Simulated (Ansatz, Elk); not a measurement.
# ZnIrCl6: X-ray structure factors from the self-consistent density

Structure refinements treat a crystal as free atoms side by side. For a made-up structure of ZnIrCl6 (cell and positions from a PBE relaxation) the runs below show what the calculated density changes in F(hkl).

Program: Elk 11.2.3 (patched build). Level of theory: DFT, PBE, all-electron APW+lo, Dirac cores, scalar-relativistic bands, static density, no spin. Results are calculated unless marked as measured.

This account leaves out most program logs.

The structure was built from a prototype and need not be the compound's stable phase.

## 1. Starting point

Symmetry: R-3, No. 148, trigonal system. The conventional cell has a = 6.106 Å, b = 6.106 Å, c = 16.290 Å, α = 90.00°, β = 90.00°, γ = 120.00°. Nearest to Ir lie 6 Cl at 2.34 Å. Zn has 6 Cl at 2.51 Å nearest. Nearest to Cl lie 1 Ir at 2.34 Å and 1 Zn at 2.51 Å. Farther neighbours and most contacts between anions are not listed.

## 2. Ground state and structure factors

An all-electron density is needed, since X-rays see the cores too. Task 0 finds the density and task 195 Fourier-transforms it; tshift is off so that phases refer to the origin typed.

Input file elk.in:

```
tasks
  0
  195

xctype
  20

spinpol
  .false.

rgkmax
  7.0

gmaxvr
  14.0

lmaxo
  7

lmaxapw
  8

swidth
  0.002

tshift
  .false.

ramdisk
  .false.

hmaxvr
  5.5

maxscl
  120

epspot
  1e-06

sppath
  './'

avec
  5.76965647101 3.33111271696 10.26128875898
  -5.76965647101 3.33111271696 10.26128875898
  -0.00000000000 -6.66222543305 10.26128875927

atoms
  3
  'Ir.in'
  1
  0.0000000000 0.0000000000 -0.0000000000   0.000000 0.000000 0.000000
  'Zn.in'
  1
  0.5000000000 0.5000000000 0.5000000000   0.000000 0.000000 0.000000
  'Cl.in'
  6
  0.3974661457 0.0821402146 0.7654865889   0.000000 0.000000 0.000000
  0.0821402146 0.7654865889 0.3974661457   0.000000 0.000000 0.000000
  0.7654865889 0.3974661457 0.0821402146   0.000000 0.000000 0.000000
  0.6025338543 0.9178597854 0.2345134111   0.000000 0.000000 0.000000
  0.9178597854 0.2345134111 0.6025338543   0.000000 0.000000 0.000000
  0.2345134111 0.6025338543 0.9178597854   0.000000 0.000000 0.000000

ngridk
  5 5 5
```

Command:

```sh
OMP_NUM_THREADS=4 elk
```

Run time: 63 s. Hardware: 4 threads of INTEL XEON PLATINUM 8581C at 2.10GHz (Emerald Rapids), shared host; peak memory 0.38 GiB; 3 min of CPU time.

SFACRHO.OUT:

```text

h k l indices transformed by vhmat matrix:
   1.000000000       0.000000000       0.000000000    
   0.000000000       1.000000000       0.000000000    
   0.000000000       0.000000000       1.000000000    

      h      k      l  multipl.   |H|            Re(F)            Im(F)           |F|

      0      0      0      1   0.0000000       209.00000     -0.25494920E-16   209.00000    
      1      1      1      2  0.61231932       48.244784      0.53369858E-13   48.244784    
      1      0      0      6  0.66103717       50.207520      0.61580605E-14   50.207520    
      1      0      1      6  0.74963221       102.25456     -0.21553212E-13   102.25456    
      1      1      2      6   1.0304667       91.791546     -0.54396201E-13   91.791546    
      1     -1      0      6   1.0890051       54.298351      0.41053737E-14   54.298351    
      2      1      2      6   1.1986645       37.715026      0.68765009E-13   37.715026    
     -2     -2     -2      2   1.2246386       15.933901      0.10276264E-12   15.933901    
     -1     -2      0      6   1.2493466      -23.504097     -0.48238141E-13   23.504097    
      0      2      1      6   1.2493466       104.21231      0.51317171E-13   104.21231    
      1      1     -1      6   1.2739318       33.828540     -0.51317171E-14   33.828540    
     -2      0      0      6   1.3220743       84.787966      0.15138565E-13   84.787966    
      0     -2     -2      6   1.4992644       90.534443      0.55935717E-13   90.534443    
      3      2      2      6   1.5609687       35.801514      0.10468703E-12   35.801514    
      1      1      3      6   1.6194841       45.588071      0.78002100E-13   45.588071    
      2      1      3      6   1.6388020       119.15663     -0.94423595E-13   119.15663    
      3      1      2      6   1.6388020       112.36235     -0.91344565E-13   112.36235    
      1      0     -2      6   1.6759577       31.058161     -0.20526868E-13   31.058161
```

Elk indexes on the primitive cell of elk.in and gives |H| = 4π sin θ/λ in inverse bohr. Below, one row stands for each form hkl of the conventional cell (m members, Friedel mates merged), F is for one primitive cell and the density is static (no thermal factor). Free-atom factors are Waasmaier and Kirfel's, and R is Σm||F|−|F'||/Σm|F|.

```csv
hkl,m,sin θ/λ (Å⁻¹),"abs F, DFT",neutral atoms,diff.,ions,diff.
003,2,0.092,48.245,48.077,+0.167,46.855,+1.389
101,6,0.099,50.208,50.064,+0.143,48.985,+1.223
012,6,0.113,102.255,102.523,-0.268,99.926,+2.329
104,6,0.155,91.791,92.136,-0.345,90.858,+0.933
110,6,0.164,54.298,54.716,-0.417,53.428,+0.871
015,6,0.180,37.715,37.678,+0.037,37.224,+0.491
006,2,0.184,15.934,16.550,-0.617,15.806,+0.128
113,6,0.188,23.504,23.175,+0.329,23.659,-0.155
2 -1 3,6,0.188,104.212,103.750,+0.462,103.457,+0.755
021,6,0.192,33.828,33.887,-0.059,33.519,+0.310
202,6,0.199,84.788,85.044,-0.256,84.711,+0.077
024,6,0.226,90.534,90.444,+0.090,90.416,+0.118
107,6,0.235,35.801,35.681,+0.121,35.562,+0.239
205,6,0.243,45.588,45.393,+0.195,45.266,+0.322
2 -1 6,6,0.246,119.157,119.350,-0.193,119.337,-0.180
116,6,0.246,112.362,112.563,-0.201,112.580,-0.218
211,6,0.252,31.058,31.026,+0.032,30.989,+0.069
3 -1 1,6,0.252,41.942,41.770,+0.172,41.684,+0.258
3 -2 2,6,0.258,90.183,90.428,-0.245,90.590,-0.407
122,6,0.258,72.513,72.791,-0.278,73.038,-0.525
018,6,0.263,79.948,80.081,-0.133,80.312,-0.365
009,2,0.276,32.345,32.332,+0.013,32.345,-0.000
```

The ions are Zn2+, Ir4+ and Cl−, by formal charge.

## 3. The highest occupied states alone

An energy window below the Fermi level keeps the highest occupied states, to see at which angles they scatter; shallow core shells can lie inside it and anion s states outside. No new self-consistency is needed.

Edit elk.in of step 2 so:

```diff
@@ -1,3 +1,2 @@
 tasks
-  0
   195
@@ -40,2 +39,5 @@
 
+wsfac
+  -0.454360 0.396880
+
 sppath
```

Command:

```sh
OMP_NUM_THREADS=4 elk
```

Wall time 17 s (4 threads); peak memory 0.28 GiB.

States within 15 eV below the Fermi level hold 61.00 electrons; any levels below the window count with the cores. Their amplitudes can exceed the total, where window and core parts have opposite phase:

```csv
hkl,sin θ/λ (Å⁻¹),"abs F, window","abs F, all"
003,0.092,2.793,48.245
101,0.099,2.162,50.208
012,0.113,16.399,102.255
104,0.155,11.972,91.791
110,0.164,2.220,54.298
015,0.180,5.680,37.715
006,0.184,5.858,15.934
113,0.188,19.064,23.504
2 -1 3,0.188,9.009,104.212
021,0.192,6.454,33.828
```

## 4. Another functional

The difference from free atoms is small, so it is set against the change that PBEsol makes.

Edit elk.in of step 3 so:

```diff
@@ -1,2 +1,3 @@
 tasks
+  0
   195
@@ -4,3 +5,3 @@
 xctype
-  20
+  22
 
@@ -39,5 +40,2 @@
 
-wsfac
-  -0.454360 0.396880
-
 sppath
```

Command:

```sh
OMP_NUM_THREADS=4 elk
```

Run time: 64 s. Hardware: 4 threads; peak memory 0.38 GiB.

Against the first run R = 0.02 %; the largest change is +0.093 at 006.

## 5. Basis size

A smaller basis shows how fast F responds to it; the change is likely larger than the basis error of the first run, but doesn't show convergence.

Edit elk.in of step 4 so:

```diff
@@ -5,3 +5,3 @@
 xctype
-  22
+  20
 
@@ -11,3 +11,3 @@
 rgkmax
-  7.0
+  5.5
```

Command:

```sh
OMP_NUM_THREADS=4 elk
```

Wall time 45 s (4 threads); peak memory 0.34 GiB.

Against the first run R = 0.05 %; the largest change is -0.110 at 300.

## 6. Settings against the effect

```csv
run,R against the first run (%),"R against neutral atoms, low angle (%)",wall time
"PBE, rgkmax 7",0.00,0.30,63 s
PBEsol,0.02,0.30,64 s
rgkmax 5.5,0.05,0.31,45 s
```

## 7. Outcome

- R against neutral atoms, sin θ/λ < 0.3 Å⁻¹: 0.30 %
- R against neutral atoms, 0.3 to 0.53 Å⁻¹: 0.23 %
- R against ions, below 0.3 Å⁻¹: 0.66 %

Independent neutral atoms miss the calculated amplitudes by R = 0.30 % below 0.3 Å⁻¹ and 0.23 % from there to 0.53 Å⁻¹; by shells, 0.28 % below 0.15 Å⁻¹ (3 forms), 0.30 % 0.15 to 0.3 (27 forms), 0.20 % 0.3 to 0.45 (63 forms), 0.26 % above 0.45 (56 forms). Bonding, aspherical density and the tables' own atoms all enter these figures, and the runs don't part them. The largest change of an amplitude is -0.62 electrons, at 006. Formal ions give R = 0.66 % at low angle, further off than neutral atoms. The window's part falls from 61.0 electrons at the origin to at most 3.61 between 0.45 and 0.53 Å⁻¹, where compact states inside the window still scatter. Below 0.3 Å⁻¹ the changes that finished (PBEsol and rgkmax 5.5) move F by R = 0.04 % at most, against the 0.30 % that separates it from free atoms. The k-mesh has no finished test. These runs have no spin, though d or f shells may be open. The electron count is odd, so without spin the run is a metal by force. Spin-orbit coupling is left out, which can matter for elements this heavy. Part of the difference isn't bonding: the tables are fits to free atoms and ions calculated by other methods than this functional. Thermal motion, anomalous dispersion and extinction are left out.

[Logs are printed without paths, hosts, clocks, repeated set-up lines and the standing remarks that a program may print on its own settings, such as how far it seeks lower states.]

[Hosts, paths, dates, database ids (printed as entryN), source tags and the programs' standing remarks are cut or masked in the printed files.]
